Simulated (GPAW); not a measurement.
# Screening of a field by TaGe2As4 monolayer

Aim: the dipole that a field along the normal induces in TaGe2As4 monolayer.

Main program and level: GPAW 26.7.0; GPAW, PAW setups; layer in a repeated cell with vacuum, relaxation of atoms and in-plane cell, in the first sound run; inputs show where later runs differ.

### 1. Set-up

The cell holds 7 atoms: 4 As, 2 Ge and 1 Ta. Its edges and angles: a = 3.730 Å, b = 3.730 Å, c = 23.623 Å, α = 90.0°, β = 90.0°, γ = 120.0°. Vacuum lies along c.

Coordinates:

```cif
data_structure
_symmetry_space_group_name_H-M 'P 1'
_symmetry_Int_Tables_number 1
_cell_length_a 3.7300
_cell_length_b 3.7300
_cell_length_c 23.6232
_cell_angle_alpha 90.000
_cell_angle_beta 90.000
_cell_angle_gamma 120.000
_cell_volume 284.63
loop_
_atom_site_label
_atom_site_type_symbol
_atom_site_fract_x
_atom_site_fract_y
_atom_site_fract_z
_atom_site_occupancy
As1 As 0.00000 0.00000 0.29632 1
Ge2 Ge 0.33333 0.66667 0.33285 1
As3 As 0.33333 0.66667 0.43106 1
Ta4 Ta 0.00000 0.00000 0.50000 1
As5 As 0.33333 0.66667 0.56894 1
Ge6 Ge 0.33333 0.66667 0.66715 1
As7 As 0.00000 0.00000 0.70368 1
```

### 2. Relaxation

The atoms are relaxed first, since the surface dipole, and with it the work function, follows the positions of the outer layers.

The input, run.py:

```python
import json
import numpy as np
from ase import Atoms
from ase.filters import FrechetCellFilter
from ase.optimize import BFGS
from gpaw import GPAW, PW

slab = Atoms(
    ['As', 'Ge', 'As', 'Ta', 'As', 'Ge', 'As'],
    positions=[
        [0.00000, 0.00000, 7.00000],
        [-0.00000, 2.15352, 7.86300],
        [-0.00000, 2.15352, 10.18300],
        [0.00000, 0.00000, 11.81161],
        [-0.00000, 2.15352, 13.44022],
        [-0.00000, 2.15352, 15.76022],
        [0.00000, 0.00000, 16.62321]],
    cell=[[3.73, 0.0, 0.0], [-1.865, 3.23027, 0.0], [0.0, 0.0, 23.6232]],
    pbc=[True, True, True],
    magmoms=[0.0, 0.0, 0.0, 1.0, 0.0, 0.0, 0.0])

slab.calc = GPAW(mode=PW(600), xc='PBE', kpts={'size': (9, 9, 1), 'gamma': True},
                 occupations={'name': 'fermi-dirac', 'width': 0.05}, nbands='200%',
                 convergence={'density': 1e-05}, maxiter=200,
                 symmetry={'tolerance': 1e-3}, txt='slab.txt')
result = {}
# The in-plane cell is free; stress needs a cell that repeats along all three vectors
path = []
opt = BFGS(FrechetCellFilter(slab, mask=[1, 1, 0, 0, 0, 1]), maxstep=0.2)
opt.attach(lambda: path.append((slab.get_potential_energy(), slab.positions.tolist(), slab.get_forces().tolist())))
result['relaxed'] = bool(opt.run(fmax=0.02, steps=45))
result['path'] = path
result['cell'] = slab.cell.tolist()
print('in-plane lattice', slab.cell.cellpar().round(4)[[0, 1, 5]])
energy = slab.get_potential_energy()
fermi = slab.calc.get_fermi_level()
v = slab.calc.get_electrostatic_potential().mean((0, 1)) - fermi
n = slab.calc.get_pseudo_density().mean((0, 1))
L = slab.cell[2, 2]
z = np.arange(len(v)) * L / len(v)
low, high = slab.positions[:, 2].min(), slab.positions[:, 2].max()
below, above = np.interp([low - 4.8, high + 4.8], z, v)
slopes = [np.interp(x, z, np.gradient(v, z)) for x in (low - 4.8, high + 4.8)]
eps = np.array([[slab.calc.get_eigenvalues(k, s) for k in range(len(slab.calc.get_ibz_k_points()))]
                for s in range(slab.calc.get_number_of_spins())]) - fermi
top, bottom = eps[eps < 0].max(), eps[eps > 0].min()
dipole = slab.get_dipole_moment()[2]
print(f'energy {energy:.4f} eV, Fermi level {fermi:.4f} eV, dipole {dipole:.5f} e A')
print(f'potential 4.8 A off the faces, from the Fermi level: lower {below:.4f} eV, upper {above:.4f} eV')
print(f'slope of the potential there: lower {slopes[0]:.5f}, upper {slopes[1]:.5f} eV/A')
print(f'nearest levels on the mesh: {top:.4f} and {bottom:.4f} eV')
print('magnetic moment', round(slab.get_magnetic_moment(), 3))
result.update(energy=energy, fermi=fermi, dipole=dipole, below=below, above=above, slopes=slopes, edges=[top, bottom],
              z=z.tolist(), v=v.tolist(), n=n.tolist(), positions=slab.positions.tolist(),
              forces=slab.get_forces(apply_constraint=False).tolist(), moments=slab.get_magnetic_moments().tolist())
json.dump(result, open('result.json', 'w'))
```

On the command line:

```sh
$ OMP_NUM_THREADS=1 OPENBLAS_NUM_THREADS=1 python run.py
```

The log of the run:

```text
Step          Energy          fmax
BFGS:    0      -36.887893        2.970525
BFGS:    1      -37.382748        2.407277
BFGS:    2      -38.125516        0.556429
BFGS:    3      -38.140374        0.332540
BFGS:    4      -38.148198        0.274605
BFGS:    5      -38.173369        0.366941
BFGS:    6      -38.188276        0.289499
BFGS:    7      -38.195028        0.136815
BFGS:    8      -38.196438        0.101266
BFGS:    9      -38.197280        0.104010
BFGS:   10      -38.198382        0.098249
BFGS:   11      -38.199720        0.123722
BFGS:   12      -38.201101        0.107637
BFGS:   13      -38.202013        0.078603
BFGS:   14      -38.202375        0.036595
BFGS:   15      -38.202448        0.007885
in-plane lattice [  3.7628   3.7628 120.    ]
energy -38.1926 eV, Fermi level 1.0876 eV, dipole 0.00174 e A
potential 4.8 A off the faces, from the Fermi level: lower 4.9207 eV, upper 4.9197 eV
slope of the potential there: lower -0.00007, upper 0.00057 eV/A
nearest levels on the mesh: -0.0485 and 0.0323 eV
magnetic moment -0.0
```

It took 60 min on 1 thread of Arm Neoverse V1, shared host; peak memory 0.79 GiB.

This step gave:

| Item | Value |
| --- | --- |
| dipole along the normal | 0.001738 e·Å |
| levels nearest the Fermi level on the mesh | -0.04849, 0.03226 eV from the Fermi level |
| sum of the site moments | 0 μB |

The electrostatic potential energy of an electron (without an applied field's), less the Fermi level, planar mean oscillates, so the rows of the table below give means over windows of 1.84 Å about each position, cut where the curve ends. Its maxima inside the range that stand out by 2 % of the span (Å: eV): 7.3: -8.73, 9.1: 2.44, 10.9: -5.82, 12.7: -5.82, 14.5: 2.44, 16.4: -8.73. Its minima: 6.7: -13.2, 7.8: -12.8, 10.3: -11.8, 11.8: -15.9, 13.3: -11.8, 15.8: -12.8, 16.9: -13.2.

Electrostatic potential energy of an electron (without an applied field's), less the Fermi level, planar mean against z; means over each step:

| z (Å) | electrostatic potential energy of an electron (without an applied field's), less the Fermi level, planar mean (eV) |
| --- | --- |
| 0.92 | 4.92 |
| 2.76 | 4.92 |
| 4.60 | 4.63 |
| 6.44 | -6.21 |
| 8.28 | -5.09 |
| 10.12 | -5.51 |
| 11.96 | -10.3 |
| 13.80 | -4.13 |
| 15.64 | -6.95 |
| 17.48 | -4.11 |
| 19.32 | 4.79 |
| 21.16 | 4.92 |
| 23.00 | 4.92 |

The pseudo valence density, planar mean oscillates, so the rows of the table below give means over windows of 0.5 Å about each position, cut where the curve ends. Its maxima inside the range that stand out by 2 % of the span (Å: e/Å³): 6.30: 0.242, 7.35: 0.401, 8.22: 0.209, 9.97: 0.232, 11.90: 0.946, 13.65: 0.232, 15.40: 0.209, 16.27: 0.401, 17.32: 0.242. Its minima: 6.65: 0.167, 7.87: 0.0591, 9.10: 0.108, 10.32: 0.169, 13.30: 0.169, 14.52: 0.108, 15.75: 0.0591, 16.97: 0.167.

Pseudo valence density, planar mean against z; means over each step:

| z (Å) | pseudo valence density, planar mean (e/Å³) |
| --- | --- |
| 3.0 | 6.4e-5 |
| 3.5 | 2.6e-4 |
| 4.0 | 0.00105 |
| 4.5 | 0.00423 |
| 5.0 | 0.0169 |
| 5.5 | 0.0657 |
| 6.0 | 0.184 |
| 6.5 | 0.204 |
| 7.0 | 0.311 |
| 7.5 | 0.296 |
| 8.0 | 0.128 |
| 8.5 | 0.175 |
| 9.0 | 0.113 |
| 9.5 | 0.164 |
| 10.0 | 0.211 |
| 10.5 | 0.248 |
| 11.0 | 0.396 |
| 11.5 | 0.710 |
| 12.0 | 0.819 |
| 12.5 | 0.433 |
| 13.0 | 0.288 |
| 13.5 | 0.202 |
| 14.0 | 0.186 |
| 14.5 | 0.116 |
| 15.0 | 0.153 |
| 15.5 | 0.153 |
| 16.0 | 0.225 |
| 16.5 | 0.352 |
| 17.0 | 0.204 |
| 17.5 | 0.206 |
| 18.0 | 0.0894 |
| 18.5 | 0.0245 |
| 19.0 | 0.00602 |
| 19.5 | 0.00144 |
| 20.0 | 3.6e-4 |
| 20.5 | 9.0e-5 |

The relaxation lowered the energy of the cell by 1.32 eV (energies extrapolated to zero smearing; the optimiser's log prints free energies). The largest force left on a free atom is 0.0079 eV/Å.

### 3. Plane waves, PBE

The work function is the vacuum plateau of the electrostatic potential less the Fermi level; a dipole layer lets the two faces have plateaus of their own.

This step: GPAW, PAW setups; slab in vacuum (GPAW 26.7.0).

The cell differs from the one that the last finished run ended in (c 23.623 → 24.245 Å).

The input, run.py:

```python
import json
import numpy as np
from ase import Atoms
from gpaw import GPAW, PW

slab = Atoms(
    ['As', 'Ge', 'As', 'Ta', 'As', 'Ge', 'As'],
    positions=[
        [0.00000, -0.00000, 7.00000],
        [0.00000, 2.17246, 8.15375],
        [0.00000, 2.17246, 10.63108],
        [-0.00000, -0.00000, 12.12268],
        [0.00000, 2.17246, 13.61429],
        [0.00000, 2.17246, 16.09162],
        [0.00000, 0.00000, 17.24536]],
    cell=[[3.76281, 0.0, 0.0], [-1.8814, 3.25868, 0.0], [0.0, 0.0, 24.2454]],
    pbc=[True, True, False],
    magmoms=[0.0, 0.0, 0.0, 1.0, 0.0, 0.0, 0.0])

slab.calc = GPAW(mode=PW(400), xc='PBE', kpts={'size': (9, 9, 1), 'gamma': True},
                 occupations={'name': 'fermi-dirac', 'width': 0.05}, nbands='200%',
                 convergence={'density': 1e-05}, maxiter=200,
                 poissonsolver={'dipolelayer': 'xy'},
                 symmetry={'tolerance': 1e-3}, txt='slab.txt')
result = {}
energy = slab.get_potential_energy()
fermi = slab.calc.get_fermi_level()
v = slab.calc.get_electrostatic_potential().mean((0, 1)) - fermi
n = slab.calc.get_pseudo_density().mean((0, 1))
L = slab.cell[2, 2]
z = np.arange(len(v)) * L / len(v)
low, high = slab.positions[:, 2].min(), slab.positions[:, 2].max()
below, above = np.interp([low - 4.8, high + 4.8], z, v)
slopes = [np.interp(x, z, np.gradient(v, z)) for x in (low - 4.8, high + 4.8)]
eps = np.array([[slab.calc.get_eigenvalues(k, s) for k in range(len(slab.calc.get_ibz_k_points()))]
                for s in range(slab.calc.get_number_of_spins())]) - fermi
top, bottom = eps[eps < 0].max(), eps[eps > 0].min()
dipole = slab.get_dipole_moment()[2]
print(f'energy {energy:.4f} eV, Fermi level {fermi:.4f} eV, dipole {dipole:.5f} e A')
print(f'potential 4.8 A off the faces, from the Fermi level: lower {below:.4f} eV, upper {above:.4f} eV')
print(f'slope of the potential there: lower {slopes[0]:.5f}, upper {slopes[1]:.5f} eV/A')
print(f'nearest levels on the mesh: {top:.4f} and {bottom:.4f} eV')
print('magnetic moment', round(slab.get_magnetic_moment(), 3))
result.update(energy=energy, fermi=fermi, dipole=dipole, below=below, above=above, slopes=slopes, edges=[top, bottom],
              z=z.tolist(), v=v.tolist(), n=n.tolist(), positions=slab.positions.tolist(),
              forces=slab.get_forces(apply_constraint=False).tolist(), moments=slab.get_magnetic_moments().tolist())
json.dump(result, open('result.json', 'w'))
```

The log of the run:

```text
energy -38.1747 eV, Fermi level 0.9337 eV, dipole 0.00059 e A
potential 4.8 A off the faces, from the Fermi level: lower 4.9141 eV, upper 4.9259 eV
slope of the potential there: lower -0.00035, upper 0.00035 eV/A
nearest levels on the mesh: -0.0484 and 0.0322 eV
magnetic moment 0.0
```

The job ended after 3.1 min (1 thread; peak memory 0.33 GiB).

Numbers from this step:

```
dipole along the normal                    : 5.88e-4 e·Å
levels nearest the Fermi level on the mesh : -0.04842, 0.03216 eV from the Fermi level
upper work function                        : 4.926 eV
lower work function                        : 4.914 eV
```

Table of electrostatic potential energy of an electron (without an applied field's), less the Fermi level, planar mean by z:

z (Å), electrostatic potential energy of an electron (without an applied field's), less the Fermi level, planar mean (eV) and a bar from the least value:
```
      0.0        4.9 ##############################
      0.5        4.9 ##############################
      1.0        4.9 ##############################
      1.5        4.9 ##############################
      2.0        4.9 ##############################
      2.5        4.9 ##############################
      3.0        4.9 ##############################
      3.5        4.9 ##############################
      4.0        4.9 ##############################
      4.5        4.9 ##############################
      5.0        4.8 ##############################
      5.5        4.3 #############################
      6.0        2.5 ##########################
      6.5       -4.0 #################
      7.0      -13.0 ###
      7.5       -9.1 #########
      8.0      -12.2 #####
      8.5       -7.3 ############
      9.0        0.6 ########################
      9.5        2.4 ##########################
     10.0       -1.4 #####################
     10.5      -10.8 #######
     11.0       -8.1 ###########
     11.5       -7.1 ############
     12.0      -15.3 
     12.5      -11.2 ######
     13.0       -5.9 ##############
     13.5      -11.4 ######
     14.0       -5.9 ##############
     14.5        1.4 #########################
     15.0        2.1 ##########################
     15.5       -2.5 ###################
     16.0      -12.0 #####
     16.5       -9.5 #########
     17.0      -11.7 #####
     17.5       -9.4 #########
     18.0        0.2 #######################
     18.5        3.7 ############################
     19.0        4.6 ##############################
     19.5        4.9 ##############################
     20.0        4.9 ##############################
     20.5        4.9 ##############################
     21.0        4.9 ##############################
     21.5        4.9 ##############################
     22.0        4.9 ##############################
     22.5        4.9 ##############################
     23.0        4.9 ##############################
     23.5        4.9 ##############################
     24.0        4.9 ##############################
```

The pseudo valence density, planar mean oscillates, so the rows of the table below give means over windows of 1 Å about each position, cut where the curve ends. Its maxima inside the range that stand out by 2 % of the span (Å: e/Å³): 6.5: 0.237, 7.6: 0.408, 8.7: 0.212, 10.2: 0.236, 12.1: 0.972, 14.1: 0.236, 15.6: 0.212, 16.7: 0.408, 17.8: 0.237. Its minima: 6.9: 0.168, 8.2: 0.0640, 9.3: 0.107, 10.6: 0.167, 13.6: 0.167, 14.9: 0.107, 16.0: 0.0639, 17.3: 0.168.

The pseudo valence density, planar mean by z; means over each step:

| z (Å) | pseudo valence density, planar mean (e/Å³) |
| --- | --- |
| 3 | 3.4e-5 |
| 4 | 5.6e-4 |
| 5 | 0.00944 |
| 6 | 0.112 |
| 7 | 0.249 |
| 8 | 0.224 |
| 9 | 0.147 |
| 10 | 0.182 |
| 11 | 0.306 |
| 12 | 0.749 |
| 13 | 0.391 |
| 14 | 0.200 |
| 15 | 0.132 |
| 16 | 0.178 |
| 17 | 0.287 |
| 18 | 0.157 |
| 19 | 0.0186 |
| 20 | 0.00109 |
| 21 | 6.8e-5 |

The potential is flat to 3.5e-4 eV/Å where it is read, so the vacuum is wide enough.

### 4. Field on

A uniform field along the normal polarises the slab; the atoms stay fixed, so this is the electronic response alone.

run.py, as its differences from that of step 3:

```diff
@@ -4,2 +4,3 @@
 from gpaw import GPAW, PW
+from gpaw.external import ConstantElectricField
 
@@ -23,2 +24,3 @@
                  poissonsolver={'dipolelayer': 'xy'},
+                 external=ConstantElectricField(-0.2, [0, 0, 1]),
                  symmetry={'tolerance': 1e-3}, txt='slab.txt')
```

The log of the run:

```text
energy -38.1916 eV, Fermi level 0.9322 eV, dipole -0.16900 e A
potential 4.8 A off the faces, from the Fermi level: lower 3.6765 eV, upper 6.1704 eV
slope of the potential there: lower -0.00029, upper 0.00044 eV/A
nearest levels on the mesh: -0.0484 and 0.0321 eV
magnetic moment 0.0
```

Run time: 13 min. Hardware: 1 thread; peak memory 0.62 GiB.

This step gave:

```yaml
dipole_along_the_normal: -0.1690 e·Å
levels_nearest_the_fermi_level_on_the_mesh: -0.04842, 0.03213 eV from the Fermi level
potential_below_the_slab_the_applied_field_s_own_ramp_left_out: 3.676 eV from the Fermi level
potential_above_the_slab_the_applied_field_s_own_ramp_left_out: 6.170 eV from the Fermi level
```

Electrostatic potential energy of an electron (without an applied field's), less the Fermi level, planar mean against z:

| z (Å) | electrostatic potential energy of an electron (without an applied field's), less the Fermi level, planar mean (eV) |
| --- | --- |
| 0.0 | 4.92 |
| 0.5 | 3.68 |
| 1.0 | 3.68 |
| 1.5 | 3.68 |
| 2.0 | 3.68 |
| 2.5 | 3.68 |
| 3.0 | 3.68 |
| 3.5 | 3.67 |
| 4.0 | 3.67 |
| 4.5 | 3.64 |
| 5.0 | 3.54 |
| 5.5 | 3.11 |
| 6.0 | 1.31 |
| 6.5 | -5.05 |
| 7.0 | -14.0 |
| 7.5 | -9.97 |
| 8.0 | -13.0 |
| 8.5 | -7.96 |
| 9.0 | 0.0203 |
| 9.5 | 1.86 |
| 10.0 | -1.81 |
| 10.5 | -11.1 |
| 11.0 | -8.35 |
| 11.5 | -7.26 |
| 12.0 | -15.3 |
| 12.5 | -11.1 |
| 13.0 | -5.68 |
| 13.5 | -11.1 |
| 14.0 | -5.54 |
| 14.5 | 1.84 |
| 15.0 | 2.66 |
| 15.5 | -1.84 |
| 16.0 | -11.2 |
| 16.5 | -8.63 |
| 17.0 | -10.8 |
| 17.5 | -8.41 |
| 18.0 | 1.33 |
| 18.5 | 4.91 |
| 19.0 | 5.85 |
| 19.5 | 6.09 |
| 20.0 | 6.15 |
| 20.5 | 6.16 |
| 21.0 | 6.17 |
| 21.5 | 6.17 |
| 22.0 | 6.17 |
| 22.5 | 6.17 |
| 23.0 | 6.17 |
| 23.5 | 6.17 |
| 24.0 | 5.76 |

The dipole is now -0.169 e Å, against 5.9e-4 in the run without a field.

### 5. Field on

run.py, as its differences from that of step 4:

```diff
@@ -24,3 +24,3 @@
                  poissonsolver={'dipolelayer': 'xy'},
-                 external=ConstantElectricField(-0.2, [0, 0, 1]),
+                 external=ConstantElectricField(-0.1, [0, 0, 1]),
                  symmetry={'tolerance': 1e-3}, txt='slab.txt')
```

The log of the run:

```text
energy -38.1789 eV, Fermi level 0.9333 eV, dipole -0.08449 e A
potential 4.8 A off the faces, from the Fermi level: lower 4.2974 eV, upper 5.5442 eV
slope of the potential there: lower -0.00031, upper 0.00039 eV/A
nearest levels on the mesh: -0.0484 and 0.0322 eV
magnetic moment 0.0
```

Elapsed: 12 min, on 1 thread; peak memory 0.62 GiB.

Numbers from this step:

- dipole along the normal: -0.08449 e·Å
- levels nearest the Fermi level on the mesh: -0.04844, 0.03217 eV from the Fermi level
- potential below the slab, the applied field's own ramp left out: 4.297 eV from the Fermi level
- potential above the slab, the applied field's own ramp left out: 5.544 eV from the Fermi level

The electrostatic potential energy of an electron (without an applied field's), less the Fermi level, planar mean oscillates, so the rows of the table below give means over windows of 1.84 Å about each position, cut where the curve ends. Its maxima inside the range that stand out by 2 % of the span (Å: eV): 7.6: -9.17, 9.4: 2.18, 11.3: -5.88, 13.0: -5.71, 14.8: 2.71, 16.7: -8.29. Its minima: 7.0: -13.7, 8.1: -13.2, 10.6: -11.9, 12.1: -15.9, 13.6: -11.6, 16.1: -12.4, 17.2: -12.7.

Electrostatic potential energy of an electron (without an applied field's), less the Fermi level, planar mean against z; means over each step:

z (Å), electrostatic potential energy of an electron (without an applied field's), less the Fermi level, planar mean (eV) and a bar from the least value:
```
     0.92        4.4 ############################
     2.76        4.3 ############################
     4.60        4.2 ###########################
     6.44       -4.5 ###########
     8.28       -7.4 #####
    10.12       -4.3 ###########
    11.96      -10.3 
    13.80       -5.4 #########
    15.64       -4.7 ###########
    17.48       -5.8 #########
    19.32        5.2 #############################
    21.16        5.5 ##############################
    23.00        5.5 ##############################
```

The dipole is now -0.0845 e Å, against 5.9e-4 in the run without a field.

### 6. Field on

run.py, as its differences from that of step 5:

```diff
@@ -24,3 +24,3 @@
                  poissonsolver={'dipolelayer': 'xy'},
-                 external=ConstantElectricField(-0.1, [0, 0, 1]),
+                 external=ConstantElectricField(-0.05, [0, 0, 1]),
                  symmetry={'tolerance': 1e-3}, txt='slab.txt')
```

The log of the run:

```text
energy -38.1757 eV, Fermi level 0.9336 eV, dipole -0.04223 e A
potential 4.8 A off the faces, from the Fermi level: lower 4.6086 eV, upper 5.2318 eV
slope of the potential there: lower -0.00033, upper 0.00037 eV/A
nearest levels on the mesh: -0.0484 and 0.0322 eV
magnetic moment 0.0
```

It took 13 min on 1 thread; peak memory 0.62 GiB.

(Part 1 of 2 ends here.)

[Logs are printed without paths, hosts, clocks, repeated set-up lines and the standing remarks that a program may print on its own settings, such as how far it seeks lower states.]

[Hosts, paths, dates, database ids (printed as entryN), source tags and the programs' standing remarks are cut or masked in the printed files.]
